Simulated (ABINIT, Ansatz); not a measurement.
# SnSe2 (P-3m1): from the cell to the phonon bands

Wanted: phonon bands, density of states and zone-centre response of SnSe2 (P-3m1).

Main program and level: ABINIT 10.8.3; DFT LDA, scalar-relativistic, plane waves, HGH norm-conserving pseudopotentials.

### Step 1. The starting structure

The cell holds 3 atoms: 1 Sn and 2 Se. Its edges and angles: a = 3.773 Å, b = 3.773 Å, c = 16.100 Å, α = 90.0°, β = 90.0°, γ = 120.0°. Vacuum lies along c.

### Step 2. Relaxing the cell and atoms

The in-plane cell and the atoms are brought to rest; the spacing across the vacuum is kept.

The starting cell comes from a relaxation made beforehand in Ansatz (LDA, PseudoDojo NC).

Contents of relax.abi:

```
# relaxation
ionmov 2
optcell 9
dilatmx 1.08
ntime 40
tolmxf 1.0d-05
tolvrs 1.0d-14
prtwf 0
prtden 0
chksymtnons 0

# basis, mesh and filling
ecut 26.0
ecutsm 3.0
ixc 7
ngkpt 9 9 1
nshiftk 1
shiftk 0.0 0.0 0.0
istwfk *1
occopt 1
nband 8
nstep 100
diemac 9.0
prtebands 0
prtgsr 0
useylm 1

# cell and atoms
acell 7.129291461 7.129291461 30.42459061
rprim 
    1.0 0.0 0.0
    -0.5 0.8660254038 0.0
    0.0 0.0 1.0
ntypat 2
znucl 50 34
natom 3
typat 1 2 2
xred 
    0.0 0.0 0.5
    1/3 2/3 0.5980653144
    2/3 1/3 0.4019346856
pp_dirpath "./pseudo"
pseudos "Sn.hgh, Se.hgh"
```

Command:

```bash
> OMP_NUM_THREADS=1 mpirun -n 4 abinit relax.abi > relax.log
```

Numbers of over 12 decimals in the logs are rounded to 6 here.

relax.abo, the main output file:

```text
[banners, grids, parts of the stress and lines that vanish by symmetry left out]
- input  file    -> relax.abi
- output file    -> relax.abo
- root for input  files -> relaxi
[...]
Symmetries : space group P-3 m 1 (#164); Bravais hP (primitive hexag.)
[...]
mpw =       10725          nfft =      207360          nkpt =          12
[...]
== DATASET  1 ==================================================================
[...]
cutoff_energies: {ecut:  26.0, pawecutdg:  -1.0, }
[...]
Exchange-correlation functional for the present dataset will be:
  LDA: Perdew-Wang 92 LSD fit to Ceperley-Alder data - ixc=7
[...]
ETOT  1  -22.542010093100    -2.254E+01 2.980E-02 2.075E+02
 ETOT  2  -22.594252366895    -5.224E-02 3.213E-05 9.873E+01
 ETOT  3  -22.595475064583    -1.223E-03 1.608E-05 3.167E+01
 ETOT  4  -22.595509609420    -3.454E-05 2.155E-06 1.812E+01
 ETOT  5  -22.595671564891    -1.620E-04 1.294E-06 2.251E+00
[...]
At SCF step   20       vres2   =  5.90E-15 < tolvrs=  1.00E-14 =>converged.
[...]
sigma(1 1)=  9.02427578E-06  sigma(3 2)=  0.00000000E+00
  sigma(2 2)=  9.02427576E-06  sigma(3 1)=  0.00000000E+00
  sigma(3 3)=  9.97919233E-06  sigma(2 1)=  0.00000000E+00
[...]
convergence: {deltae:  2.565E-12, res2:  5.902E-15, residm:  5.221E-20, diffor: null, }
etotal    :  -2.25956794E+01
[...]
ETOT  1  -22.595635807840    -2.260E+01 3.748E-06 4.542E+00
[...]
At SCF step   18       vres2   =  5.93E-16 < tolvrs=  1.00E-14 =>converged.
[...]
sigma(1 1)=  8.06424529E-06  sigma(3 2)=  0.00000000E+00
  sigma(2 2)=  8.06424528E-06  sigma(3 1)=  0.00000000E+00
  sigma(3 3)=  8.68122368E-06  sigma(2 1)=  0.00000000E+00
[...]
convergence: {deltae: -5.507E-13, res2:  5.929E-16, residm:  3.636E-22, diffor: null, }
etotal    :  -2.25956950E+01
[...]
ETOT  1  -22.592623925646    -2.259E+01 1.789E-04 2.434E+02
[...]
At SCF step   19       vres2   =  1.00E-16 < tolvrs=  1.00E-14 =>converged.
[...]
sigma(1 1)=  8.58700302E-07  sigma(3 2)=  0.00000000E+00
  sigma(2 2)=  8.58700288E-07  sigma(3 1)=  0.00000000E+00
  sigma(3 3)= -8.77446562E-07  sigma(2 1)=  0.00000000E+00
[...]
convergence: {deltae:  3.855E-12, res2:  1.004E-16, residm:  1.333E-21, diffor: null, }
etotal    :  -2.25957476E+01
[...]
ETOT  1  -22.595747527123    -2.260E+01 2.911E-10 5.853E-03
[...]
At SCF step   14       vres2   =  7.05E-16 < tolvrs=  1.00E-14 =>converged.
[...]
sigma(1 1)=  9.33709481E-07  sigma(3 2)=  0.00000000E+00
  sigma(2 2)=  9.33709466E-07  sigma(3 1)=  0.00000000E+00
  sigma(3 3)= -6.88226296E-07  sigma(2 1)=  0.00000000E+00
[...]
convergence: {deltae: -3.141E-12, res2:  7.050E-16, residm:  2.135E-21, diffor: null, }
etotal    :  -2.25957477E+01
[...]
ETOT  1  -22.595746240648    -2.260E+01 1.710E-05 4.098E-01
[...]
sigma(1 1)=  9.48606300E-07  sigma(3 2)=  0.00000000E+00
  sigma(2 2)=  9.48606285E-07  sigma(3 1)=  0.00000000E+00
[...]
convergence: {deltae: -1.446E-12, res2:  7.565E-15, residm:  4.702E-19, diffor: null, }
etotal    :  -2.25957483E+01
[...]
ETOT  1  -22.595732450982    -2.260E+01 4.315E-07 2.053E+00
[...]
convergence: {deltae: -1.176E-12, res2:  6.221E-15, residm:  2.854E-22, diffor: null, }
etotal    :  -2.25957488E+01
[...]
ETOT  1  -22.595727809740    -2.260E+01 3.145E-05 2.231E+00
[...]
convergence: {deltae:  4.725E-12, res2:  1.881E-15, residm:  2.195E-22, diffor: null, }
etotal    :  -2.25957490E+01
[...]
ETOT  1  -22.595747261468    -2.260E+01 3.962E-07 1.512E-01
[...]
At SCF step   15       vres2   =  6.90E-15 < tolvrs=  1.00E-14 =>converged.
[...]
sigma(2 2)=  1.21088602E-08  sigma(3 1)=  0.00000000E+00
  sigma(3 3)=  4.24067713E-08  sigma(2 1)=  0.00000000E+00
[...]
convergence: {deltae:  2.036E-12, res2:  6.902E-15, residm:  7.153E-21, diffor: null, }
etotal    :  -2.25957490E+01
[...]
ETOT  1  -22.595749016090    -2.260E+01 1.118E-10 6.171E-05
[...]
ETOT 11  -22.595749019997     1.378E-12 2.297E-20 2.425E-14
 ETOT 12  -22.595749019998    -1.361E-12 1.117E-20 1.886E-15
 At SCF step   12       vres2   =  1.89E-15 < tolvrs=  1.00E-14 =>converged.
[...]
sigma(1 1)= -1.85761739E-09  sigma(3 2)=  0.00000000E+00
  sigma(2 2)= -1.85763195E-09  sigma(3 1)=  0.00000000E+00
  sigma(3 3)= -1.70812332E-09  sigma(2 1)=  0.00000000E+00
[...]
convergence: {deltae: -1.361E-12, res2:  1.886E-15, residm:  1.117E-20, diffor: null, }
etotal    :  -2.25957490E+01
[...]
At Broyd/MD step   9, gradients are converged :
[...]
sigma(1 1)= -1.85761739E-09  sigma(3 2)=  0.00000000E+00
  sigma(2 2)= -1.85763195E-09  sigma(3 1)=  0.00000000E+00
  sigma(3 3)= -1.70812332E-09  sigma(2 1)=  0.00000000E+00
[...]
- sigma(1 1)= -5.46529905E-05  sigma(3 2)=  0.00000000E+00
- sigma(2 2)= -5.46534189E-05  sigma(3 1)=  0.00000000E+00
- sigma(3 3)= -5.02547232E-05  sigma(2 1)=  0.00000000E+00
[...]
fcart      2.5253394550E-29  1.4580054141E-29 -0.0000000000E+00
           strten     -1.8576173896E-09 -1.8576319526E-09 -1.7081233231E-09
================================================================================

[key lines of the parts left out:]
pressure_GPa:   5.3187E-05
Total energy (etotal) [Ha]= -2.25957490199981E+01
```

The job ended after 2 min (4 MPI ranks of Arm Neoverse V1, shared host).

The steps of the relaxation:

```
step  energy less that of the first step (eV)  largest force (eV/Å)  volume (Å³)
   1                                   0.0000                0.1152       198.45
   2                                  -0.0004                0.1003       198.34
   3                                  -0.0019                0.0101       197.55
   4                                  -0.0019                0.0079       197.55
   5                                  -0.0019                0.0002       197.50
   6                                  -0.0019                0.0033       197.40
   7                                  -0.0019                0.0024       197.31
   8                                  -0.0019                0.0005       197.28
   9                                  -0.0019                0.0000       197.29
```

```
cell as run  before  after  change
      a (Å)   3.773  3.762  -0.3 %
      b (Å)   3.773  3.762  -0.3 %
```

The relaxed structure:

```xyz
3
Lattice="3.7616 0.0000 0.0000 -1.8808 3.2576 0.0000 0.0000 0.0000 16.1000" Properties=species:S:1:pos:R:3
Sn    0.0000    0.0000    8.0500
Se    0.0000    2.1717    9.6209
Se    1.8808    1.0859    6.4791
```

Read from the output:

- area per atom: 4.085 Å²

The volume changes by -0.6 % from the cell with which this run began.

### Step 3. Ground state

The response is built on these wavefunctions, so the potential is converged far more tightly than an energy would need.

Contents of gs.abi:

```
# ground state
tolvrs 1.0d-16
prtden 1
prtwf 1

# basis, mesh and filling
ecut 20.0
ixc 7
ngkpt 9 9 1
nshiftk 1
shiftk 0.0 0.0 0.0
istwfk *1
occopt 1
nband 8
nstep 100
diemac 9.0
prtebands 0
prtgsr 0
useylm 1

# cell and atoms
acell 7.108338691 7.108338691 30.42459061
rprim 
    1.0 0.0 0.0
    -0.5 0.8660254038 0.0
    0.0 0.0 1.0
ntypat 2
znucl 50 34
natom 3
typat 1 2 2
xred 
    0.0 0.0 0.5
    1/3 2/3 0.5975722410
    2/3 1/3 0.4024277590
pp_dirpath "./pseudo"
pseudos "Sn.hgh, Se.hgh"
```

Command:

```bash
> OMP_NUM_THREADS=1 mpirun -n 4 abinit gs.abi > gs.log
```

gs.abo, the main output file:

```text
[banners, grids, parts of the stress and lines that vanish by symmetry left out]
- input  file    -> gs.abi
- output file    -> gs.abo
- root for input  files -> gsi
[...]
Symmetries : space group P-3 m 1 (#164); Bravais hP (primitive hexag.)
[...]
mpw =        5751          nfft =      112500          nkpt =          12
[...]
== DATASET  1 ==================================================================
[...]
cutoff_energies: {ecut:  20.0, pawecutdg:  -1.0, }
[...]
Exchange-correlation functional for the present dataset will be:
  LDA: Perdew-Wang 92 LSD fit to Ceperley-Alder data - ixc=7
[...]
ETOT  1  -22.529361711142    -2.253E+01 3.514E-02 1.093E+02
 ETOT  2  -22.590443280631    -6.108E-02 1.718E-04 5.209E+01
 ETOT  3  -22.591389845904    -9.466E-04 4.398E-05 1.679E+01
 ETOT  4  -22.591435176556    -4.533E-05 1.861E-06 9.054E+00
 ETOT  5  -22.591582869157    -1.477E-04 1.470E-06 7.509E-01
[...]
ETOT 20  -22.591586621698     3.944E-13 3.483E-20 2.308E-15
 ETOT 21  -22.591586621695     2.508E-12 9.472E-22 3.264E-17
 At SCF step   21       vres2   =  3.26E-17 < tolvrs=  1.00E-16 =>converged.
[...]
sigma(1 1)=  1.41151908E-05  sigma(3 2)=  0.00000000E+00
  sigma(2 2)=  1.41151908E-05  sigma(3 1)=  0.00000000E+00
  sigma(3 3)=  1.43657519E-05  sigma(2 1)=  0.00000000E+00
[...]
convergence: {deltae:  2.508E-12, res2:  3.264E-17, residm:  9.472E-22, diffor: null, }
etotal    :  -2.25915866E+01
[...]
sigma(1 1)=  1.41151908E-05  sigma(3 2)=  0.00000000E+00
  sigma(2 2)=  1.41151908E-05  sigma(3 1)=  0.00000000E+00
  sigma(3 3)=  1.43657519E-05  sigma(2 1)=  0.00000000E+00
[...]
- sigma(1 1)=  4.15283252E-01  sigma(3 2)=  0.00000000E+00
- sigma(2 2)=  4.15283252E-01  sigma(3 1)=  0.00000000E+00
- sigma(3 3)=  4.22655014E-01  sigma(2 1)=  0.00000000E+00
[...]
fcart     -2.5253394548E-29 -1.4580054140E-29 -0.0000000000E+00
           strten      1.4115190844E-05  1.4115190829E-05  1.4365751925E-05
================================================================================

[key lines of the parts left out:]
pressure_GPa:  -4.1774E-01
```

Run time: 11 s. Hardware: 4 MPI ranks.

### Step 4. The gap at rest

Empty bands on the ground state's density check that the gap assumed so far is there in this cell.

Contents of gap.abi:

```
# empty bands on the ground state's density
iscf -2
getden_filepath "gso_DEN"
tolwfr 1.0d-12
nbdbuf 2
prtwf 0

# basis, mesh and filling
ecut 20.0
ixc 7
ngkpt 9 9 1
nshiftk 1
shiftk 0.0 0.0 0.0
istwfk *1
occopt 1
nband 12
nstep 100
diemac 9.0
prtebands 0
prtgsr 0
useylm 1

# cell and atoms
acell 7.108338691 7.108338691 30.42459061
rprim 
    1.0 0.0 0.0
    -0.5 0.8660254038 0.0
    0.0 0.0 1.0
ntypat 2
znucl 50 34
natom 3
typat 1 2 2
xred 
    0.0 0.0 0.5
    1/3 2/3 0.5975722410
    2/3 1/3 0.4024277590
pp_dirpath "./pseudo"
pseudos "Sn.hgh, Se.hgh"
```

Command:

```bash
> OMP_NUM_THREADS=1 mpirun -n 4 abinit gap.abi > gap.log
```

gap.abo, the main output file:

```text
[banners, grids, parts of the stress and lines that vanish by symmetry left out]
- input  file    -> gap.abi
- output file    -> gap.abo
- root for input  files -> gapi
[...]
Symmetries : space group P-3 m 1 (#164); Bravais hP (primitive hexag.)
[...]
mpw =        5751          nfft =      112500          nkpt =          12
[...]
== DATASET  1 ==================================================================
[...]
cutoff_energies: {ecut:  20.0, pawecutdg:  -1.0, }
[...]
Exchange-correlation functional for the present dataset will be:
  LDA: Perdew-Wang 92 LSD fit to Ceperley-Alder data - ixc=7
[...]
-outvars: echo values of variables after computation
            acell      7.1083386910E+00  7.1083386910E+00  3.0424590610E+01 Bohr
================================================================================
```

Run time: 4.8 s. Hardware: 4 MPI ranks; 19 s of CPU time.

Numbers from this step:

```
gap on the k-mesh : 0.7695 eV
```

In this cell the gap on the mesh is 0.77 eV, indirect (smallest direct 1.2 eV), so fixed occupations hold.

### Step 5. Zone-centre response

The derivative of the wavefunctions by k comes first, since the response to a field is built on it; then the field and the displacements that symmetry doesn't supply are solved at q = 0.

It reads the wavefunctions written in step 3.

Contents of dfpt_gamma.abi:

```
ndtset 2

# common to the responses
getwfk_filepath "gso_WFK"
kptopt 2
nqpt 1
qpt 0.0 0.0 0.0
asr 0
chneut 0

# d/dk
rfelfd1 2
rfdir1 1 1 1
iscf1 -3
tolwfr1 1.0d-20

# displacements, field
rfphon2 1
rfatpol2 1 3
rfdir2 1 1 1
rfelfd2 3
getddk2 1
tolvrs2 1.0d-10
prtwf2 0

# basis, mesh and filling
ecut 20.0
ixc 7
ngkpt 9 9 1
nshiftk 1
shiftk 0.0 0.0 0.0
istwfk *1
occopt 1
nband 8
nstep 100
diemac 9.0
prtebands 0
prtgsr 0
useylm 1

# cell and atoms
acell 7.108338691 7.108338691 30.42459061
rprim 
    1.0 0.0 0.0
    -0.5 0.8660254038 0.0
    0.0 0.0 1.0
ntypat 2
znucl 50 34
natom 3
typat 1 2 2
xred 
    0.0 0.0 0.5
    1/3 2/3 0.5975722410
    2/3 1/3 0.4024277590
pp_dirpath "./pseudo"
pseudos "Sn.hgh, Se.hgh"
```

Command:

```bash
> OMP_NUM_THREADS=1 mpirun -n 4 abinit dfpt_gamma.abi > dfpt_gamma.log
```

dfpt_gamma.abo, the main output file:

```text
[banners, grids, parts of the stress and lines that vanish by symmetry left out]
- input  file    -> dfpt_gamma.abi
- output file    -> dfpt_gamma.abo
- root for input  files -> dfpt_gammai
[...]
DATASET    1 : space group P-3 m 1 (#164); Bravais hP (primitive hexag.)
[...]
nfft =      112500          nkpt =          41
[...]
DATASET    2 : space group P-3 m 1 (#164); Bravais hP (primitive hexag.)
[...]
nfft =      112500          nkpt =          41
[...]
== DATASET  1 ==================================================================
[...]
cutoff_energies: {ecut:  20.0, pawecutdg:  -1.0, }
[...]
Exchange-correlation functional for the present dataset will be:
  LDA: Perdew-Wang 92 LSD fit to Ceperley-Alder data - ixc=7
[...]
- 34.00000   6.00000     10605                znucl, zion, pspdat
[...]
Perturbation : derivative vs k along direction   1
[...]
-ETOT  1  -17.692530762896     -1.769E+01 7.931E-01 0.000E+00
 ETOT  2  -17.823610718081     -1.311E-01 7.990E-03 0.000E+00
 ETOT  3  -17.826866883862     -3.256E-03 9.575E-04 0.000E+00
 ETOT  4  -17.826988467708     -1.216E-04 1.706E-05 0.000E+00
 ETOT  5  -17.826994679747     -6.212E-06 1.806E-06 0.000E+00
[...]
At SCF step   19   max residual=  1.00E-20 < tolwfr=  1.00E-20 =>converged.
[...]
Perturbation : derivative vs k along direction   2
[...]
-ETOT  1  -17.695844600222     -1.770E+01 1.069E+00 0.000E+00
[...]
At SCF step   19   max residual=  1.00E-20 < tolwfr=  1.00E-20 =>converged.
[...]
Perturbation : derivative vs k along direction   3
[...]
-ETOT  1 -0.722905     -7.229E-01 4.749E-03 0.000E+00
[...]
At SCF step   16   max residual=  9.86E-21 < tolwfr=  1.00E-20 =>converged.
[...]
1        1       3.9274289321    0.0000000000
     1        2      -1.3605012907    0.0000000000
     1        3       0.0000000000    0.0000000000
     2        1      -1.3605012907    0.0000000000
     2        2       2.3564573593   -0.0000000000
     2        3       0.0000000000    0.0000000000
     3        1       0.0000000000    0.0000000000
     3        2       0.0000000000    0.0000000000
     3        3       1.9496106810   -0.0000000000
[...]
== DATASET  2 ==================================================================
[...]
cutoff_energies: {ecut:  20.0, pawecutdg:  -1.0, }
[...]
Exchange-correlation functional for the present dataset will be:
  LDA: Perdew-Wang 92 LSD fit to Ceperley-Alder data - ixc=7
[...]
Perturbation : displacement of atom   1   along direction   1
[...]
-ETOT  1   4.745500     -4.467E+01 1.088E-01 4.016E+03
[...]
At SCF step   12       vres2   =  2.08E-11 < tolvrs=  1.00E-10 =>converged.
[...]
Perturbation : displacement of atom   1   along direction   3
[...]
-ETOT  1   12707.249132651      1.128E+04 3.465E+01 2.420E+08
[...]
At SCF step   20       vres2   =  6.44E-12 < tolvrs=  1.00E-10 =>converged.
[...]
Perturbation : displacement of atom   2   along direction   1
[...]
-ETOT  1   47.534981776164     -2.320E+02 7.746E-01 6.941E+04
[...]
At SCF step   14       vres2   =  4.70E-11 < tolvrs=  1.00E-10 =>converged.
[...]
Perturbation : displacement of atom   2   along direction   3
[...]
-ETOT  1   25660.293752468      1.929E+04 8.087E+01 4.383E+08
[...]
At SCF step   28       vres2   =  8.04E-11 < tolvrs=  1.00E-10 =>converged.
[...]
Perturbation : homogeneous electric field along direction   1
[...]
-ETOT  1  -404.23172017641     -4.042E+02 6.921E+01 3.307E+04
[...]
At SCF step   17       vres2   =  4.07E-11 < tolvrs=  1.00E-10 =>converged.
[...]
Perturbation : homogeneous electric field along direction   3
[...]
-ETOT  1   52.521731946798      5.252E+01 2.737E-01 1.103E+06
[...]
ETOT 15  -2.201384     -9.206E-13 5.726E-15 1.805E-09
 ETOT 16  -2.201384     -1.377E-14 5.489E-16 3.172E-12
 At SCF step   16       vres2   =  3.17E-12 < tolvrs=  1.00E-10 =>converged.
[...]
Dielectric tensor, in cartesian coordinates,
[...]
1    5   1    5         4.9904947531        -0.0000000000
   1    5   2    5         0.0000000000        -0.0000000000
   1    5   3    5        -0.0000000000        -0.0000000000
   2    5   1    5         0.0000000000        -0.0000000000
   2    5   2    5         4.9904947533        -0.0000000000
   2    5   3    5        -0.0000000000        -0.0000000000
   3    5   1    5        -0.0000000000        -0.0000000000
   3    5   2    5        -0.0000000000        -0.0000000000
   3    5   3    5         1.4871962083        -0.0000000000
  Effective charges, in cartesian coordinates,
[...]
1    1   1    5         4.8492685072         0.0000000000
   2    1   1    5         0.0000000000         0.0000000000
   3    1   1    5         0.0000000000         0.0000000000
   1    2   1    5        -2.4634425942         0.0000000000
   2    2   1    5         0.0000000000         0.0000000000
[...]
Effective charges, in cartesian coordinates,
[...]
2    5   1    3         0.0000000000         0.0000000000
   3    5   1    3         0.0000000000         0.0000000000
   1    5   2    3         0.0000000000         0.0000000000
   2    5   2    3        -2.4634425053         0.0000000000
   3    5   2    3         0.0000000000         0.0000000000
   1    5   3    3         0.0000000000         0.0000000000
   2    5   3    3         0.0000000000         0.0000000000
   3    5   3    3        -0.2218978030         0.0000000000
  Phonon wavevector (reduced coordinates) :  0.00000  0.00000  0.00000
 Phonon energies in Hartree :
[...]
Phonon frequencies in cm-1    :
- -1.914181E+00  2.882233E+00  2.882233E+00  1.102040E+02  1.102040E+02
-  1.470927E+02  1.470927E+02  1.874599E+02  2.615908E+02
  Phonon at Gamma, with non-analyticity in the
[...]
Phonon energies in Hartree :
[...]
Phonon frequencies in cm-1    :
- -1.914181E+00  2.882233E+00  2.976171E+00  1.102040E+02  1.102040E+02
-  1.470927E+02  1.874599E+02  1.980361E+02  2.615908E+02
  Phonon at Gamma, with non-analyticity in the
[...]
Phonon energies in Hartree :
[...]
Phonon frequencies in cm-1    :
- -1.914181E+00  2.882233E+00  2.976171E+00  1.102040E+02  1.102040E+02
-  1.470927E+02  1.874599E+02  1.980361E+02  2.615908E+02
  Phonon at Gamma, with non-analyticity in the
[...]
Phonon energies in Hartree :
[...]
Phonon frequencies in cm-1    :
- -1.914164E+00  2.882233E+00  2.882233E+00  1.102040E+02  1.102040E+02
-  1.470927E+02  1.470927E+02  1.874599E+02  2.625217E+02
[...]
fcart2     0.0000000000E+00  0.0000000000E+00  0.0000000000E+00
           strten2     0.0000000000E+00  0.0000000000E+00  0.0000000000E+00
================================================================================
```

Run time: 2.9 min. Hardware: 4 MPI ranks; 12 min of CPU time.

Read from the output:

| Item | Value |
| --- | --- |
| miss of the charge sum rule | 0.07762 e |
| largest acoustic frequency at the zone centre before the sum rule | 2.88 cm⁻¹ |
| highest optical zone-centre mode (no LO-TO term) | 261.6 cm⁻¹ |
| lowest optical zone-centre mode | 110.2 cm⁻¹ |

Born charge (rows field, columns displacement), before the sum rule (e), principal values of the symmetric part by kind of site:

```
atom  atoms with these values    low  middle   high   mean
 Sn1                        1   0.44    4.85   4.85   3.38
 Se2                        2  -2.46   -2.46  -0.22  -1.72
```

In full for Se2:

```
-2.46  0.00  0.00
 0.00 -2.46  0.00
 0.00  0.00 -0.22
```

High-frequency dielectric tensor:

```
4.99 0.00 0.00
0.00 4.99 0.00
0.00 0.00 1.49
```

The cell holds one sheet and vacuum: ε∞ is an average over the 16.1 Å of the cell, and it and the Born charges along c change with that height.

The acoustic modes at Γ come out as far as 2.9 cm⁻¹ from zero, where they should vanish, a small numerical error; the Born charges miss their sum rule by 0.078 e, too much: mesh or cutoff is short for the field response.

(Continued in part 2 of 4.)

[Host names and launcher messages were left out of these logs when they were recorded.]

[Logs are printed without paths, hosts, clocks, repeated set-up lines and the standing remarks that a program may print on its own settings, such as how far it seeks lower states.]

[Hosts, paths, dates, database ids (printed as entryN), source tags and the programs' standing remarks are cut or masked in the printed files.]
